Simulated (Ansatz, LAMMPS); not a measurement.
# Li+ triflate in diglyme and sulfolane, from a frame at 350 K (181 atoms): geometry optimisation, part 2 of 3

Aim: bring Li+ triflate in diglyme and sulfolane, from a frame at 350 K (181 atoms) to a nearby minimum of the energy and see what moves.

Ansatz 0.2.0; Kohn-Sham DFT, PBE+D4, PAW (set soft_2), plane waves.

The cell: 42 C, 31 O, 86 H, 6 S, 12 F and 4 Li. The network of contacts between molecules at the start is that of the classical potential that made the cell. The density was typed from a rule of thumb and may lie off the real one at this temperature. The Brillouin zone is sampled at Γ only, in a cell whose shortest periodic width is 13 Å.

So far. Step 3 (Single point at the start): Neighbours are counted within 1.34 Å (H-C), 1.85 Å (C-C), 1.73 Å (C-O), 1.62 Å (C-F), 2.21 Å (C-S), 1.88 Å (O-S), 2.58 Å (O-Li).

## (4) Relaxation

The atoms are relaxed in the fixed cell, aiming at the force tolerance of the input.

File input.yaml:

```yaml
crystal:
  lattice:
    - [12.72232, 0.0, 0.0]
    - [0.0, 12.72232, 0.0]
    - [0.0, 0.0, 12.72232]
  atoms:
    [... the 181 atom lines of step 3 ...]
kpoints:
  mp_grid: { grid: [1, 1, 1] }
hamiltonian:
  xc: pbe
  dispersion: d4
scf:
  occupations: { method: gaussian, width: 0.05 }
output:
  forces: true
relax:
  f_tol: 0.05
  max_steps: 200
```

Run with:

```sh
$ ansatz run input.yaml --threads 4 --pin off --max-ram 8192MiB --backend cpu --events-out ev --progress --plain --runs-dir out
```

Numbers of over 12 decimals in the logs are rounded to 6 here.

Output:

```text
[...]
Crystal: 181 atoms, lattice volume = 2059.202 Å³
Basis set: ecut = 420 eV, 40243 PW (Γ), exchange–correlation on 180×180×180 points (8 copies of the dense FFT grid, shifted against one another)
Bands: 467, of which v1, the nominal top of the filled ones, is band 286 counted from 1 (285 counted from 0)
Symmetry: 1 space group operations
[...]
k-points: 1
[...]
SCF iter   1: F=—  HF=-45420.998773 eV  |F-HF|=—  |Δ(HF+E_count)|=         —  Δρ=5.40e-3  dr2=8.31e-1  ethr=1.77e-3  ⟨swp⟩=5.0  Hψ=2039  notcnv=0  defer=145
[...]
SCF iter   7: F=-45420.774224 eV  HF=-45420.774226 eV  |F-HF|=2.31e-6  |Δ(HF+E_count)|=   2.15e-5  Δρ=3.60e-5  dr2=2.68e-5  ethr=1.09e-8  ⟨swp⟩=3.0  Hψ=1324  notcnv=0
SCF 1 converged in 7 iterations: F = -45420.774224 eV  dr2 = 2.68e-5
[...]
relax step   1: F+E_penalty+E_count = -45420.77422415 eV  Δ(F+E_penalty+E_count) = +0.000e0 eV  max|allowed force component| = 4.836e0 eV/Å  Δτ_max = 0.0000 Å  (7 SCF iters, dr2 threshold 6.25e-5 eV, accepted)
[...]
relax step   2: F+E_penalty+E_count = -45426.85944175 eV  Δ(F+E_penalty+E_count) = -6.085e0 eV  max|allowed force component| = 2.339e0 eV/Å  Δτ_max = 0.1940 Å  (7 SCF iters, dr2 threshold 1.00e-4 eV, accepted)
[...]
relax step   3: F+E_penalty+E_count = -45428.26067879 eV  Δ(F+E_penalty+E_count) = -1.401e0 eV  max|allowed force component| = 9.134e-1 eV/Å  Δτ_max = 0.1944 Å  (7 SCF iters, dr2 threshold 1.00e-4 eV, accepted)
relax step   4: F+E_penalty+E_count = -45428.64613337 eV  Δ(F+E_penalty+E_count) = -3.855e-1 eV  max|allowed force component| = 3.808e-1 eV/Å  Δτ_max = 0.1945 Å  (7 SCF iters, dr2 threshold 1.00e-4 eV, accepted)
relax step   5: F+E_penalty+E_count = -45428.86293728 eV  Δ(F+E_penalty+E_count) = -2.168e-1 eV  max|allowed force component| = 2.868e-1 eV/Å  Δτ_max = 0.1945 Å  (8 SCF iters, dr2 threshold 2.21e-5 eV, accepted)
relax step   6: F+E_penalty+E_count = -45428.97767140 eV  Δ(F+E_penalty+E_count) = -1.147e-1 eV  max|allowed force component| = 1.941e-1 eV/Å  Δτ_max = 0.1931 Å  (8 SCF iters, dr2 threshold 1.43e-5 eV, accepted)
relax step   7: F+E_penalty+E_count = -45429.06035136 eV  Δ(F+E_penalty+E_count) = -8.268e-2 eV  max|allowed force component| = 2.045e-1 eV/Å  Δτ_max = 0.1949 Å  (7 SCF iters, dr2 threshold 1.73e-5 eV, accepted)
relax step   8: F+E_penalty+E_count = -45429.13020804 eV  Δ(F+E_penalty+E_count) = -6.986e-2 eV  max|allowed force component| = 1.843e-1 eV/Å  Δτ_max = 0.1949 Å  (7 SCF iters, dr2 threshold 1.92e-5 eV, accepted)
relax step   9: F+E_penalty+E_count = -45429.18366920 eV  Δ(F+E_penalty+E_count) = -5.346e-2 eV  max|allowed force component| = 1.782e-1 eV/Å  Δτ_max = 0.1939 Å  (7 SCF iters, dr2 threshold 2.76e-5 eV, accepted)
relax step  10: F+E_penalty+E_count = -45429.22133628 eV  Δ(F+E_penalty+E_count) = -3.767e-2 eV  max|allowed force component| = 2.185e-1 eV/Å  Δτ_max = 0.1949 Å  (7 SCF iters, dr2 threshold 2.58e-5 eV, accepted)
relax step  11: F+E_penalty+E_count = -45429.25429205 eV  Δ(F+E_penalty+E_count) = -3.296e-2 eV  max|allowed force component| = 2.723e-1 eV/Å  Δτ_max = 0.1940 Å  (7 SCF iters, dr2 threshold 4.46e-5 eV, accepted)
relax step  12: F+E_penalty+E_count = -45429.28189075 eV  Δ(F+E_penalty+E_count) = -2.760e-2 eV  max|allowed force component| = 3.843e-1 eV/Å  Δτ_max = 0.1953 Å  (7 SCF iters, dr2 threshold 7.41e-5 eV, accepted)
relax step  13: F+E_penalty+E_count = -45429.30492268 eV  Δ(F+E_penalty+E_count) = -2.303e-2 eV  max|allowed force component| = 4.134e-1 eV/Å  Δτ_max = 0.1499 Å  (6 SCF iters, dr2 threshold 1.00e-4 eV, accepted)
relax step  14: F+E_penalty+E_count = -45429.33604334 eV  Δ(F+E_penalty+E_count) = -3.112e-2 eV  max|allowed force component| = 3.369e-1 eV/Å  Δτ_max = 0.1947 Å  (6 SCF iters, dr2 threshold 1.00e-4 eV, accepted)
relax step  15: F+E_penalty+E_count = -45429.36368449 eV  Δ(F+E_penalty+E_count) = -2.764e-2 eV  max|allowed force component| = 2.516e-1 eV/Å  Δτ_max = 0.1949 Å  (6 SCF iters, dr2 threshold 7.54e-5 eV, accepted)
relax step  16: F+E_penalty+E_count = -45429.38339371 eV  Δ(F+E_penalty+E_count) = -1.971e-2 eV  max|allowed force component| = 2.693e-1 eV/Å  Δτ_max = 0.1947 Å  (7 SCF iters, dr2 threshold 3.53e-5 eV, accepted)
relax step  17: F+E_penalty+E_count = -45429.39792521 eV  Δ(F+E_penalty+E_count) = -1.453e-2 eV  max|allowed force component| = 2.677e-1 eV/Å  Δτ_max = 0.1051 Å  (6 SCF iters, dr2 threshold 4.05e-5 eV, accepted)
relax step  18: F+E_penalty+E_count = -45429.41342941 eV  Δ(F+E_penalty+E_count) = -1.550e-2 eV  max|allowed force component| = 3.681e-1 eV/Å  Δτ_max = 0.1335 Å  (6 SCF iters, dr2 threshold 7.08e-5 eV, accepted)
relax step  19: F+E_penalty+E_count = -45429.42516045 eV  Δ(F+E_penalty+E_count) = -1.173e-2 eV  max|allowed force component| = 3.694e-1 eV/Å  Δτ_max = 0.1147 Å  (6 SCF iters, dr2 threshold 1.00e-4 eV, accepted)
relax step  20: F+E_penalty+E_count = -45429.43554990 eV  Δ(F+E_penalty+E_count) = -1.039e-2 eV  max|allowed force component| = 3.171e-1 eV/Å  Δτ_max = 0.1154 Å  (5 SCF iters, dr2 threshold 1.00e-4 eV, accepted)
relax step  21: F+E_penalty+E_count = -45429.44415144 eV  Δ(F+E_penalty+E_count) = -8.602e-3 eV  max|allowed force component| = 2.118e-1 eV/Å  Δτ_max = 0.1005 Å  (5 SCF iters, dr2 threshold 7.41e-5 eV, accepted)
relax step  22: F+E_penalty+E_count = -45429.45133375 eV  Δ(F+E_penalty+E_count) = -7.182e-3 eV  max|allowed force component| = 1.777e-1 eV/Å  Δτ_max = 0.1370 Å  (6 SCF iters, dr2 threshold 2.00e-5 eV, accepted)
relax step  23: F+E_penalty+E_count = -45429.45542585 eV  Δ(F+E_penalty+E_count) = -4.092e-3 eV  max|allowed force component| = 2.233e-1 eV/Å  Δτ_max = 0.1452 Å  (7 SCF iters, dr2 threshold 1.41e-5 eV, accepted)
relax step  24: F+E_penalty+E_count = -45429.45901639 eV  Δ(F+E_penalty+E_count) = -3.591e-3 eV  max|allowed force component| = 1.182e-1 eV/Å  Δτ_max = 0.0348 Å  (5 SCF iters, dr2 threshold 3.51e-5 eV, accepted)
relax step  25: F+E_penalty+E_count = -45429.46315823 eV  Δ(F+E_penalty+E_count) = -4.142e-3 eV  max|allowed force component| = 4.477e-2 eV/Å  Δτ_max = 0.0687 Å  (7 SCF iters, dr2 threshold 3.92e-6 eV, accepted)
relax step  26: F+E_penalty+E_count = -45429.46315837 eV  Δ(F+E_penalty+E_count) = -1.381e-7 eV  max|allowed force component| = 4.464e-2 eV/Å  Δτ_max = 0.0000 Å  (4 SCF iters, accepted)
relax step  27: F+E_penalty+E_count = -45429.46711537 eV  Δ(F+E_penalty+E_count) = -3.957e-3 eV  max|allowed force component| = 7.328e-2 eV/Å  Δτ_max = 0.1634 Å  (10 SCF iters, accepted)
relax step  28: F+E_penalty+E_count = -45429.46880642 eV  Δ(F+E_penalty+E_count) = -1.691e-3 eV  max|allowed force component| = 7.824e-2 eV/Å  Δτ_max = 0.0611 Å  (6 SCF iters, dr2 threshold 5.34e-6 eV, accepted)
relax step  29: F+E_penalty+E_count = -45429.47109153 eV  Δ(F+E_penalty+E_count) = -2.285e-3 eV  max|allowed force component| = 7.583e-2 eV/Å  Δτ_max = 0.0824 Å  (7 SCF iters, dr2 threshold 6.12e-6 eV, accepted)
relax step  30: F+E_penalty+E_count = -45429.47219234 eV  Δ(F+E_penalty+E_count) = -1.101e-3 eV  max|allowed force component| = 4.419e-2 eV/Å  Δτ_max = 0.0655 Å  (7 SCF iters, dr2 threshold 5.40e-6 eV, accepted)
[...]
relax step  31: F+E_penalty+E_count = -45429.47219250 eV  Δ(F+E_penalty+E_count) = -1.598e-7 eV  max|allowed force component| = 4.415e-2 eV/Å  Δτ_max = 0.0000 Å  (4 SCF iters, accepted)
SCF converged after 4 iterations
Free energy (F): -45429.472192 eV
[...]
Internal energy: -45429.472192 eV  (E = F + TS)
E sigma→0 (E₀):  -45429.472192 eV
Fermi energy:    1.973264 eV
[...]
--- Forces (eV/Å), atoms counted from 1 ---
  atom   1  C      0.00078101     0.00028603     0.00292613
  atom   2  O     -0.00100710    -0.00193708    -0.00024399
  atom   3  C      0.00234685     0.00184442     0.00191600
  atom   4  C     -0.00091274    -0.00066647    -0.00314374
  atom   5  O      0.00069049     0.00175483    -0.00176315
  atom   6  C     -0.00418504    -0.00116794     0.00245850
  atom   7  C     -0.00171978    -0.00631078     0.00212238
  atom   8  O      0.00958563     0.00915095     0.00822417
  atom   9  C      0.01274873     0.01870235     0.00675080
  atom  10  H     -0.00003516     0.00079709    -0.00149679
  atom  11  H      0.00002845     0.00043978    -0.00072333
  atom  12  H      0.00036884    -0.00040448    -0.00122734
  atom  13  H      0.00079167     0.00044851    -0.00012205
  atom  14  H      0.00098951    -0.00020808    -0.00100297
[...]
atom 180  Li    -0.00107730    -0.00131243    -0.00015649
  atom 181  Li     0.00083299     0.00221726     0.00219594
  max |Σ_I F_I| component: 7.59e-5 eV/Å
--- Relaxed structure (31 steps of the walk, 31 accepted, 0 SCFs on fresh bases) ---
  F+E_penalty+E_count = -45429.47219250 eV   max|allowed force component| = 4.415e-2 eV/Å
  atoms:
    - { symbol: C, position: [0.866412, 0.260978, 0.704040] }
    - { symbol: O, position: [0.781814, 0.203805, 0.657989] }
    - { symbol: C, position: [0.781788, 0.096885, 0.690525] }
    - { symbol: C, position: [0.678844, 0.043489, 0.663337] }
[...]
- { symbol: Li, position: [0.262375, 0.684406, 0.317905] }
```

Run time: 11 min. Hardware: 4 threads of Arm Neoverse V1, shared host; peak memory 2.9 GiB; 44 min of CPU time.

The steps of the relaxation (22 of 31):

| step | energy less that of the first step (eV) | largest force component (eV/Å) |
| --- | --- | --- |
| 1 | 0.0000 | 4.8359 |
| 2 | -6.0852 | 2.3390 |
| 4 | -7.8719 | 0.3808 |
| 5 | -8.0887 | 0.2868 |
| 7 | -8.2861 | 0.2045 |
| 8 | -8.3560 | 0.1843 |
| 10 | -8.4471 | 0.2185 |
| 11 | -8.4801 | 0.2723 |
| 12 | -8.5077 | 0.3843 |
| 14 | -8.5618 | 0.3369 |
| 15 | -8.5895 | 0.2516 |
| 17 | -8.6237 | 0.2677 |
| 18 | -8.6392 | 0.3681 |
| 20 | -8.6613 | 0.3171 |
| 21 | -8.6699 | 0.2118 |
| 22 | -8.6771 | 0.1777 |
| 24 | -8.6848 | 0.1182 |
| 25 | -8.6889 | 0.0448 |
| 27 | -8.6929 | 0.0733 |
| 28 | -8.6946 | 0.0782 |
| 30 | -8.6980 | 0.0442 |
| 31 | -8.6980 | 0.0442 |

The atoms that moved most (Å):

| atom | dx | dy | dz | length |
| --- | --- | --- | --- | --- |
| H140 | 1.069 | 1.058 | 0.998 | 1.805 |
| H57 | -1.633 | -0.663 | 0.072 | 1.764 |
| H23 | 0.172 | 0.861 | 1.445 | 1.691 |
| H141 | -0.402 | 1.178 | 1.131 | 1.682 |
| H81 | 1.095 | 0.402 | -1.104 | 1.606 |
| F153 | 1.550 | 0.297 | -0.263 | 1.600 |
| H142 | -0.559 | 0.952 | 0.999 | 1.489 |
| H79 | 0.442 | -0.415 | -1.350 | 1.480 |

The relaxation changed the energy by -48.1 meV/atom, and atoms moved by 0.83 Å r.m.s., 1.8 Å at most.

## (5) Structure statistics after relaxation

Bonds before and after, by the cutoffs listed below:

| pair | bonds before | bonds after | mean before (Å) | mean after (Å) | spread before (Å) | spread after (Å) |
| --- | --- | --- | --- | --- | --- | --- |
| H-C | 86 | 86 | 1.092 | 1.101 | 0.031 | 0.004 |
| C-C | 16 | 16 | 1.525 | 1.524 | 0.033 | 0.011 |
| C-O | 30 | 30 | 1.434 | 1.428 | 0.026 | 0.008 |
| C-F | 12 | 12 | 1.366 | 1.349 | 0.020 | 0.004 |
| C-S | 8 | 8 | 1.817 | 1.842 | 0.044 | 0.033 |
| O-S | 16 | 16 | 1.461 | 1.465 | 0.019 | 0.009 |

Density 1.24 g/cm³, 11.38 Å³ an atom.

Pair distribution functions g(r), in bins of 0.2 Å:

| r (Å) | total | H-H | H-C | H-O | H-F | H-S | H-Li |
| --- | --- | --- | --- | --- | --- | --- | --- |
| 1.00 | 1.60 | 0.00 | 7.25 | 0.00 | 0.00 | 0.00 | 0.00 |
| 1.20 | 1.94 | 0.00 | 8.80 | 0.00 | 0.00 | 0.00 | 0.00 |
| 1.40 | 1.44 | 0.00 | 0.00 | 0.00 | 0.00 | 0.00 | 0.00 |
| 1.60 | 0.34 | 0.00 | 0.00 | 0.00 | 0.00 | 0.00 | 0.00 |
| 1.80 | 1.09 | 4.06 | 0.00 | 0.00 | 0.00 | 0.00 | 0.00 |
| 2.00 | 0.90 | 0.00 | 0.00 | 4.69 | 0.00 | 0.00 | 0.00 |
| 2.20 | 0.94 | 0.35 | 3.08 | 0.34 | 0.00 | 0.00 | 0.00 |
| 2.40 | 1.12 | 1.82 | 0.11 | 0.90 | 0.39 | 2.27 | 0.00 |
| 2.60 | 1.15 | 1.29 | 1.42 | 1.48 | 0.47 | 0.00 | 0.33 |
| 2.80 | 0.66 | 0.82 | 0.60 | 1.28 | 1.03 | 0.00 | 1.19 |
| 3.00 | 0.87 | 1.59 | 0.43 | 0.55 | 0.36 | 0.72 | 1.31 |
| 3.20 | 0.75 | 0.72 | 0.92 | 0.54 | 0.70 | 0.79 | 0.94 |
| 3.40 | 0.90 | 0.65 | 1.07 | 1.07 | 1.03 | 1.24 | 1.66 |
| 3.60 | 0.90 | 1.06 | 1.04 | 0.50 | 0.91 | 1.46 | 1.31 |
| 3.80 | 0.93 | 0.89 | 0.97 | 0.77 | 0.77 | 1.33 | 0.66 |
| 4.00 | 1.08 | 1.33 | 1.43 | 0.84 | 0.94 | 0.50 | 2.08 |
| 4.20 | 0.96 | 1.10 | 0.99 | 1.13 | 0.68 | 0.54 | 0.94 |
| 4.40 | 1.06 | 1.27 | 1.00 | 0.97 | 0.74 | 0.25 | 0.73 |
| 4.60 | 1.06 | 1.06 | 0.90 | 0.97 | 0.94 | 1.12 | 0.90 |
| 4.80 | 1.00 | 0.91 | 1.01 | 1.23 | 1.00 | 0.83 | 0.31 |
| 5.00 | 1.12 | 0.97 | 1.21 | 1.24 | 1.15 | 1.45 | 1.15 |
| 5.20 | 1.01 | 0.99 | 1.00 | 0.94 | 1.17 | 1.35 | 0.88 |
| 5.40 | 1.02 | 0.90 | 0.96 | 1.12 | 0.84 | 1.30 | 0.49 |
| 5.60 | 1.06 | 1.02 | 1.07 | 0.95 | 0.96 | 1.17 | 0.61 |
| 5.80 | 1.02 | 1.07 | 0.95 | 1.03 | 1.11 | 0.99 | 1.27 |
| 6.00 | 1.06 | 1.04 | 1.08 | 0.98 | 1.13 | 1.20 | 1.06 |
| 6.20 | 1.00 | 0.89 | 1.03 | 0.99 | 1.04 | 1.27 | 0.92 |

Bonds by pair of elements; cutoffs follow the first minimum of g(r), held within bounds set by covalent radii, and pairs that aren't listed don't count as bonded:

| pair A-B | cutoff (Å) | bonds | mean length (Å) | spread (Å) | shortest (Å) | B about A | A about B |
| --- | --- | --- | --- | --- | --- | --- | --- |
| H-C | 1.34 | 86 | 1.10 | 0.004 | 1.09 | 1 | 2.05 |
| C-C | 1.85 | 16 | 1.52 | 0.011 | 1.51 | 0.762 | 0.762 |
| C-O | 1.73 | 30 | 1.43 | 0.008 | 1.42 | 0.714 | 0.968 |
| C-F | 1.62 | 12 | 1.35 | 0.004 | 1.34 | 0.286 | 1 |
| C-S | 2.21 | 8 | 1.84 | 0.033 | 1.79 | 0.19 | 1.33 |
| O-S | 1.88 | 16 | 1.47 | 0.009 | 1.45 | 0.516 | 2.67 |
| O-Li | 2.27 | 15 | 1.97 | 0.07 | 1.86 | 0.484 | 3.75 |

The cutoff for O-Li falls short of the minimum of g(r), so counts run low and odd coordinations can be artefacts.

How many atoms have how many bonded neighbours:

| element | mean | 1 | 2 | 3 | 4 |
| --- | --- | --- | --- | --- | --- |
| C | 4 | 0 | 0 | 0 | 42 |
| F | 1 | 12 | 0 | 0 | 0 |
| H | 1 | 86 | 0 | 0 | 0 |
| Li | 3.75 | 0 | 0 | 1 | 3 |
| O | 1.97 | 6 | 20 | 5 | 0 |
| S | 4 | 0 | 0 | 0 | 6 |

Bond angles (no mean is given where the spread exceeds 20°):

| angle | count | mean (°) | spread (°) |
| --- | --- | --- | --- |
| H-C-O | 70 | 110 | 1.8 |
| C-C-H | 64 | 110 | 1.7 |
| H-C-H | 58 | 109 | 0.9 |
| O-Li-O | 21 | 110 | 10.7 |
| C-C-O | 20 | 110 | 2.7 |

Bond length by coordination (bonds to H left out):

| element | coordination | atoms | mean bond length (Å) |
| --- | --- | --- | --- |
| Li | 3 | 1 | 1.87 |
| Li | 4 | 3 | 1.99 |
| O | 1 | 6 | 1.46 |
| O | 2 | 20 | 1.56 |
| O | 3 | 5 | 1.64 |

Rings of the network by King's shortest-path rule, up to 12 atoms, one path for each pair of neighbours; H, halogens, alkali and alkaline-earth atoms are left out, and the last column divides by all other atoms, bonded or not:

| ring size (atoms) | rings | per network atom |
| --- | --- | --- |
| 5 | 2 | 0.025 |

First main peaks of g(r), for some of the pairs, lie near 1.8 Å (H-H), 1.1 Å (H-C), 2.1 Å (H-O) and 2.4 Å (H-S). The H-C-O angle averages 110° with a spread of 1.8°. All rings counted have 5 atoms.

(Continued in part 3 of 3.)

[Logs are printed without paths, hosts, clocks, repeated set-up lines and the standing remarks that a program may print on its own settings, such as how far it seeks lower states.]

[Hosts, paths, dates, database ids (printed as entryN), source tags and the programs' standing remarks are cut or masked in the printed files.]
